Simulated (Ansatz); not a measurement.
# BaWO4 (I4_1/a): the HSE06 gap against the k mesh of the hybrid

Wanted: the cheapest k mesh of the hybrid that holds the HSE06 gap of BaWO4 (I4_1/a).

Calculated with Ansatz 0.2.0; DFT, HSE06, plane waves, PAW.

### Step 1. The structure

Symmetry: I4_1/a, No. 88, tetragonal system. The conventional cell has a = 5.667 Å, b = 5.667 Å, c = 12.739 Å, α = 90.00°, β = 90.00°, γ = 90.00°. Nearest to Ba lie 8 O at 2.76 to 2.80 Å. W has 4 O at 1.79 Å nearest. Nearest to O lie 1 W at 1.79 Å and 2 Ba at 2.76 to 2.80 Å. Farther neighbours, and contacts between anions beyond the nearest, are not listed.

Structure file:

```cif
data_structure
_symmetry_space_group_name_H-M 'P 1'
_symmetry_Int_Tables_number 1
_cell_length_a 7.5249
_cell_length_b 7.5249
_cell_length_c 7.5249
_cell_angle_alpha 135.762
_cell_angle_beta 135.762
_cell_angle_gamma 64.349
_cell_volume 204.53
loop_
_atom_site_label
_atom_site_type_symbol
_atom_site_fract_x
_atom_site_fract_y
_atom_site_fract_z
_atom_site_occupancy
Ba1 Ba 0.25000 0.75000 0.50000 1
Ba2 Ba 0.50000 0.50000 0.00000 1
W3 W 0.75000 0.25000 0.50000 1
W4 W 0.00000 0.00000 0.00000 1
O5 O 0.15214 0.04689 0.35624 1
O6 O 0.69065 0.79590 0.64376 1
O7 O 0.05935 0.45410 0.85624 1
O8 O 0.54590 0.40214 0.60525 1
O9 O 0.20410 0.84786 0.89475 1
O10 O 0.95311 0.30935 0.10525 1
O11 O 0.79689 0.94065 0.39475 1
O12 O 0.59786 0.20311 0.14376 1
```

The cell and positions are those that the Materials Project relaxed with its own functionals (PBE, PBE+U or r2SCAN), kept fixed. The default PAW set here is soft_2. Its files were made with PBE.

### Step 2. k mesh of the hybrid: 2×2×2

Input file input.yaml:

```yaml
crystal:
  lattice:
    - [-2.833365905, 2.833365905, 6.36926687]
    - [2.833365905, -2.833365905, 6.36926687]
    - [2.833365905, 2.833365905, -6.36926687]
  atoms:
    - { symbol: Ba, position: [0.25, 0.75, 0.5] }
    - { symbol: Ba, position: [0.5, 0.5, 0.0] }
    - { symbol: W, position: [0.75, 0.25, 0.5] }
    - { symbol: W, position: [0.0, 0.0, 0.0] }
    - { symbol: O, position: [0.15214477, 0.04689186, 0.35623995] }
    - { symbol: O, position: [0.69065191, 0.79590482, 0.64376005] }
    - { symbol: O, position: [0.05934809, 0.45409518, 0.85623995] }
    - { symbol: O, position: [0.54590482, 0.40214477, 0.60525291] }
    - { symbol: O, position: [0.20409518, 0.84785523, 0.89474709] }
    - { symbol: O, position: [0.95310814, 0.30934809, 0.10525291] }
    - { symbol: O, position: [0.79689186, 0.94065191, 0.39474709] }
    - { symbol: O, position: [0.59785523, 0.20310814, 0.14376005] }
kpoints:
  mp_grid: { grid: [2, 2, 2] }
  band_path:
    path:
      - [0.0, 0.0, 0.0]
      - [0.0, 0.0, 0.5]
      - [0.25, 0.25, 0.25]
      - [0.0, 0.5, 0.0]
      - [0.5, 0.5, -0.5]
      - [0.29947279, 0.70052721, -0.29947279]
      - [-0.29947279, 0.29947279, 0.29947279]
      - [-0.09894559, 0.09894559, 0.5]
    npoints: 1
hamiltonian:
  xc: hse06
scf:
  occupations: { method: fixed }
  n_extra_bands: 8
output:
  eigenvalues: true
```

Launch:

```bash
ansatz run input.yaml --threads 3 --pin off --max-ram 92160MiB --backend cuda --events-out ev --progress --plain --runs-dir out --devices 1 --max-vram 13GiB
```

Log:

```text
scf.n_extra_bands = 8 over 48 filled bands (N_el = 96.0): the run solves 56 bands
exact exchange: scf.exx.singularity resolves to wigner_seitz, which cuts the screened interaction at the faces of the exchange supercell's Wigner-Seitz cell, so that each pair interacts once, at the shortest of its separations (the periodic images that this leaves out come, for a point-like exchange hole, to about 0.001 eV on a filled level). The cut falls within the interaction's reach, and what an exchange supercel [...]
GPUs: using 1 of 1 available (devices: 1).
Engine: ansatz 0.2.0, x86_64-unknown-linux-gnu
Pseudopotentials: kind: paw
Pseudopotential: Ba, paw, valence charge 10, recommended cutoff 420 eV (normal), Ba.paw.azcp
Pseudopotential: W, paw, valence charge 14, recommended cutoff 420 eV (normal), W.paw.azcp
Pseudopotential: O, paw, valence charge 6, recommended cutoff 420 eV (normal), O.paw.azcp
Functional definition: HSE06
  parameter a = 0.25
  parameter omega = 0.11/bohr
  exchange = pbe_x - a*pbe_x_sr(omega) + a*exact_x_sr(omega)
  correlation = pbe_c
davidson cushion auto → on  (no smearing: the cushion is to keep the highest requested band from converging to the state above it; pin scf.eigensolver.cushion to override)
concurrent solve slots: 2 of 3 are kept, ahead of what memory takes: no pass of the eigensolver takes more rounds on 2
device memory: the entry about to start is reckoned to put 3.1 GiB on a device that reports 51.3 GiB free (of which the cap on the GPU budget leaves the run 13.0 GiB)
GPU FFT provider: cuFFT
GPU libraries: cuBLAS 13.8.2, cuFFT 12.4.0, cuSOLVER 12.3.4
Crystal: 12 atoms, lattice volume = 204.529 Å³
Basis set: ecut = 420 eV, 4045 PW (Γ)
Bands: 56, of which v1, the nominal top of the filled ones, is band 48 counted from 1 (47 counted from 0)
Symmetry: 8 space group operations
Space group: I41/a (ITA 88), of the structure as read, at distance tolerance 5.9e-5 Å
k-points: 4 of 8
Non-local potential: Ba, projectors of the file, l = 0: 3, l = 1: 2, l = 2: 2, l = 3: 2
Non-local potential: W, projectors of the file, l = 0: 3, l = 1: 2, l = 2: 2, l = 3: 1
Non-local potential: O, projectors of the file, l = 0: 2, l = 1: 2, l = 2: 1
PAW form: soft (Blöchl's): semilocal exchange-correlation on the pseudo side does not see the compensation charge
PAW frozen core: Ba, regenerated for the run's functional, and the local potential with it (the file was generated under x = pbe(κ = 0.804, μ = 0.219515), c = pbe(β = 0.066725))
PAW frozen core: W, regenerated for the run's functional, and the local potential with it (the file was generated under x = pbe(κ = 0.804, μ = 0.219515), c = pbe(β = 0.066725))
PAW frozen core: O, regenerated for the run's functional, and the local potential with it (the file was generated under x = pbe(κ = 0.804, μ = 0.219515), c = pbe(β = 0.066725))
PAW one-centre angular grid: Ba, 194 points (default); XC on 64 Gauss nodes
PAW one-centre angular grid: W, 590 points (default); XC on 64 Gauss nodes
PAW one-centre angular grid: O, 110 points (default); XC on 96 Gauss nodes
Initial density: superposition of atomic densities (neutral atoms: chi_scale 0, normalization atom), corrected by the library's trained network
Initial wavefunctions: pseudopotential atomic-orbital guess
GPU buffer pool allocated for 157464 grid points (all kernels)
GPU transforms: local potential and band sums: pruned to the plane-wave sphere, on 54×54×54
Functional: x = pbe(κ = 0.804, μ = 0.219515), c = pbe(β = 0.066725), warm-up for x = pbe(κ = 0.804, μ = 0.219515) + 0.25 (exact − pbe) at short range (hse, ω = 0.207870 Å⁻¹), c = pbe(β = 0.066725); HSE06 as pw.x's `hse` composes it (authors' and Libxc's form: `xc: wpbeh`)
SCF iter   1: F=—  HF=-37220.682700 eV  |F-HF|=—  |Δ(HF+E_count)|=         —  Δρ=4.16e-3  dr2=5.06e-2  ethr=1.77e-3  ⟨swp⟩=10.0  Hψ=1160  notcnv=0
preconditioner: auto → none  [insulator: Δε(μ)=4.816 eV  Ē_g=11.831 eV  n_scr=36 (ndim 8)  ℏωp=22.6 eV  f_vac=0.061]
[...]
preconditioner: auto → none  [insulator: Δε(μ)=6.486 eV  Ē_g=13.937 eV  n_scr=36 (ndim 8)  ℏωp=22.6 eV  f_vac=0.060]
SCF iter   2: F=—  HF=-37229.811609 eV  |F-HF|=—  |Δ(HF+E_count)|=   3.80e-2  Δρ=1.21e-2  dr2=3.84e-1  ethr=2.30e-6  ⟨swp⟩=7.2  Hψ=1193  notcnv=0
SCF iter   3: F=—  HF=-37229.731597 eV  |F-HF|=—  |Δ(HF+E_count)|=   8.00e-2  Δρ=2.87e-3  dr2=1.31e-2  ethr=2.30e-6  ⟨swp⟩=6.8  Hψ=983  notcnv=0
SCF iter   4: F=—  HF=-37229.769841 eV  |F-HF|=—  |Δ(HF+E_count)|=   3.82e-2  Δρ=1.51e-3  dr2=5.77e-3  ethr=2.30e-6  ⟨swp⟩=4.0  Hψ=853  notcnv=0
SCF iter   5: F=—  HF=-37229.768419 eV  |F-HF|=—  |Δ(HF+E_count)|=   1.42e-3  Δρ=3.26e-4  dr2=1.21e-4  ethr=2.30e-6  ⟨swp⟩=3.0  Hψ=602  notcnv=0
SCF iter   6: F=-37229.768943 eV  HF=-37229.768958 eV  |F-HF|=1.45e-5  |Δ(HF+E_count)|=   5.38e-4  Δρ=1.57e-4  dr2=2.75e-5  ethr=8.52e-8  ⟨swp⟩=4.2  Hψ=806  notcnv=0
SCF 2 stopped early in 6 iterations: F = -37229.768943 eV  dr2 = 2.75e-5
hybrid outer 1: dexx = +4.634e-2 eV, tail = 1.33e-4 eV
GPU FFT provider: cuFFT
GPU libraries: cuBLAS 13.8.2, cuFFT 12.4.0, cuSOLVER 12.3.4
GPU buffer pool allocated for 157464 grid points (all kernels)
GPU transforms: local potential and band sums: pruned to the plane-wave sphere, on 54×54×54
Exchange kernel: α = 0.2500, screened, ω = 0.2079 Å⁻¹, Wigner–Seitz truncation, v(0) = 975.3672 eV·Å³, q-mesh 2×2×2, nearest image of the exchange supercell L = 11.33 Å, pair-density grid 32×32×32, without the augmentation charges, whose exchange is taken in its separable form by FFT convolution over the k-point mesh (sized by the pseudopotential files, 45×45×27 at the most), smooth part of the exact exchange by density-matrix convolution in up to 1.66 GiB of GPU memory as planned if the GPU has room (build and FFT work areas not counted)
Frozen-core exchange: fock
SCF iter   1: F=—  HF=-37229.768346 eV  |F-HF|=—  |Δ(HF+E_count)|=         —  Δρ=5.50e-5  dr2=3.40e-6  ethr=6.92e-7  ⟨swp⟩=2.8  Hψ=500  notcnv=0
preconditioner: auto → none  [insulator: Δε(μ)=6.240 eV  Ē_g=13.767 eV  n_scr=36 (ndim 8)  ℏωp=22.6 eV  f_vac=0.066]
SCF iter   2: F=—  HF=-37229.768349 eV  |F-HF|=—  |Δ(HF+E_count)|=   3.57e-6  Δρ=2.89e-5  dr2=7.79e-7  ethr=2.74e-9  ⟨swp⟩=6.0  Hψ=978  notcnv=0  defer=5
SCF iter   3: F=—  HF=-37229.768351 eV  |F-HF|=—  |Δ(HF+E_count)|=   1.61e-6  Δρ=2.32e-5  dr2=6.28e-7  ethr=6.41e-10  ⟨swp⟩=5.8  Hψ=751  notcnv=0  defer=5
iter 4 solved again at ethr=2.30e-11 eV; its pass at ethr=6.41e-10 eV (dr2=2.21e-8 eV) is discarded
SCF iter   4: F=-37229.768351 eV  HF=-37229.768351 eV  |F-HF|=2.00e-8  |Δ(HF+E_count)|=   1.87e-7  Δρ=3.35e-6  dr2=2.62e-8  ethr=2.30e-11  ⟨swp⟩=4.2  Hψ=1225  notcnv=0
SCF 3 converged in 4 iterations: F = -37229.768351 eV  dr2 = 2.62e-8
hybrid outer 2: dexx = +1.963e-6 eV, tail = 7.75e-8 eV, Δε = 3.15e-3 eV (about 1.04e-4 eV left of the loop's levels)
device memory: the entry about to start is reckoned to put 1.5 GiB on a device that reports 48.2 GiB free (of which the cap on the GPU budget leaves the run 13.0 GiB)
NSCF: frozen V_eff on 8 k-points
hybrid SCF converged: 2 outer / 10 inner (+3 warm-up), last move |dexx| = 1.96e-6 eV, tail = 7.75e-8 eV
Stability not checked: this state was not tested for a lower state beside it, because the functional holds exact exchange (a hybrid, or Hartree-Fock), whose exchange loop this test does not read (fock_operator; see scf.lower_state_search)
Free energy (F): -37229.768351 eV
Frozen-core exchange: fock
Harris-Foulkes:  -37229.768351 eV  (|F-HF|=2.00e-8)
Internal energy: -37229.768351 eV  (E = F + TS)
E sigma→0 (E₀):  -37229.768351 eV
Fermi energy:    4.699076 eV
--- Per-component energies (eV) ---
  E_band       = -923.234684
  E_kinetic    = 2631.571993
  E_local      = -6716.059037  (includes V_loc(G=0)·N_el)
  E_nonlocal   = 487.515599
  E_hartree    = 2478.071638
  E_xc         = -1165.648690
  E_vxc        = -1191.480641  (∫ρ·V_xc dr)
  E_exx        = -272.600275  (= α·E_x^exact, valence–valence)
  E_paw        = -28866.027258  (= ΣΔE_a)
  E_vpaw       = -545.731614  (= ΣTr[D̂ρ^β])
  E_aug_tail   = 0.019235  (compensation charges beyond the density's cutoff)
  E_ewald      = -5800.256147
  E_core_change = -6.355410  (= ΣΔE_core)
  E_smearing   = -0.000000  (= −TS)
  E_closure    = -0.000000  (closes the sum)
  Σ components = -37229.768351   (vs F -37229.768351, Δ=0.00e0)
--- Band table (eV) ---
  k-point 0: bands = [... 44 lower, 4.2178, 4.4451, 4.6991, 4.6991, 10.9706, 11.1879, 11.4038, 11.5532, ... 4 higher]
  k-point 1: bands = [... 44 lower, 4.3559, 4.3559, 4.4356, 4.4356, 11.0892, 11.0892, 11.5486, 11.5486, ... 4 higher]
  k-point 2: bands = [... 44 lower, 4.2669, 4.3114, 4.5050, 4.5825, 11.2295, 11.3104, 11.4007, 11.4959, ... 4 higher]
  k-point 3: bands = [... 44 lower, 4.4341, 4.4341, 4.5866, 4.5866, 10.9387, 10.9387, 11.2452, 11.2452, ... 4 higher]
```

The job ended after 38 s (1 × NVIDIA H100 80GB HBM3 (shared by 6 runs) with 3 threads of AMD EPYC 7R13 (Zen 3), shared host; peak memory 1.3 GiB; 35 s of CPU time).

Read from the output:

```
gap                     : 6.240 eV
valence top at          : Γ
conduction bottom at    : M
least direct gap        : 6.272 eV
exact-exchange fraction : 0.25
```

The gap is indirect, with the least direct gap 0.03 eV higher.

### Step 3. k mesh of the hybrid: 4×4×4

input.yaml: that of step 2 with these lines changed.

```diff
@@ -19,3 +19,3 @@
 kpoints:
-  mp_grid: { grid: [2, 2, 2] }
+  mp_grid: { grid: [4, 4, 4] }
   band_path:
@@ -38 +38,5 @@
   eigenvalues: true
+  write_density: true
+  write_potential: true
+  elf: true
+  volumetric_format: npy
```

Log:

```text
[...]
GPUs: using 1 of 1 available (devices: 1).
[...]
GPU FFT provider: cuFFT
GPU libraries: cuBLAS 13.8.2, cuFFT 12.4.0, cuSOLVER 12.3.4
Crystal: 12 atoms, lattice volume = 204.529 Å³
Basis set: ecut = 420 eV, 4045 PW (Γ)
Bands: 56, of which v1, the nominal top of the filled ones, is band 48 counted from 1 (47 counted from 0)
[... 1 set-up line as in the run before ...]
[...]
k-points: 14 of 64
[...]
Fermi energy:    4.699605 eV
[...]
--- Band table (eV; the first three rows and the last of 14) ---
  k-point 0: bands = [... 44 lower, 4.2179, 4.4450, 4.6996, 4.6996, 10.9700, 11.1875, 11.4034, 11.5526, ... 4 higher]
  k-point 1: bands = [... 44 lower, 4.3210, 4.3276, 4.3861, 4.6044, 11.1169, 11.3006, 11.3204, 11.6406, ... 4 higher]
  k-point 2: bands = [... 44 lower, 4.3562, 4.3562, 4.4357, 4.4357, 11.0890, 11.0890, 11.5490, 11.5490, ... 4 higher]
  k-point 13: bands = [... 44 lower, 4.4340, 4.4340, 4.5872, 4.5872, 10.9381, 10.9381, 11.2446, 11.2446, ... 4 higher]
[key lines of the parts left out:]
Free energy (F): -37229.769778 eV
```

Run time: 64 s. Hardware: 1 × NVIDIA H100 80GB HBM3 (shared by 6 runs) with 3 threads; peak memory 2 GiB; 1.9 min of CPU time.

Numbers from this step:

| Property | Result |
| --- | --- |
| gap | 6.239 eV |
| valence top at | Γ |
| conduction bottom at | M |
| least direct gap | 6.270 eV |

The gap is 6.239 eV, −0.001 eV from the run before at this level.

### Step 4. The series

Differences are against the last row; a negative gap means that bands overlap, and a run with a band path holds that path's time. Times are wall times on 1 × NVIDIA H100 80GB HBM3 (shared by 6 runs) with 3 threads of AMD EPYC 7R13 (Zen 3), shared host, good to a factor of about two.

```
k mesh of the hybrid  gap (eV)  direct gap (eV)  gap error (eV)  energy error (meV/atom)  irreducible k  time
               2×2×2     6.240            6.272          +0.001                     +0.1              4  38 s
               4×4×4     6.239            6.270          +0.000                     +0.0             14  64 s
```

### Step 5. Outcome

| Quantity | Value |
| --- | --- |
| 2×2×2 | 6.240 eV |
| 4×4×4 | 6.239 eV |

**Reading.** The gap holds to 0.02 eV from 2×2×2 on, the cheapest setting tried. At 2×2×2 the gap is off by +0.001 eV and the energy by +0 meV/atom. The gap is read over the mesh and added points near the edges, so meshes differ mainly through the density and, for a hybrid, the exchange operator.

[Long decimals in the printed logs are rounded to 6 places.]

[Logs are printed without paths, hosts, clocks, repeated set-up lines and the standing remarks that a program may print on its own settings, such as how far it seeks lower states.]

[Paths, hosts, dates, memory and timing lines, banners, echoed tables and standing remarks are left out of the program output; an Ansatz launch command may be rebuilt from the run's recorded settings. Measured values are a selection of at most five: reports struck by readers or far from the other reports are left out. None is set beside runs whose start may be inverted or whose files or cutoffs have a known fault.]

[Runs of the session that timed out or met a known fault of the program may be left out.]

[Cells called generated may have been cut or substituted from an entry of the Crystallography Open Database or the Materials Project.]

[Hosts, paths, dates, database ids (printed as entryN), source tags and the programs' standing remarks are cut or masked in the printed files.]

[Where the starting crystal was built by hand or by swapping elements, it need not be the compound's stable phase.]
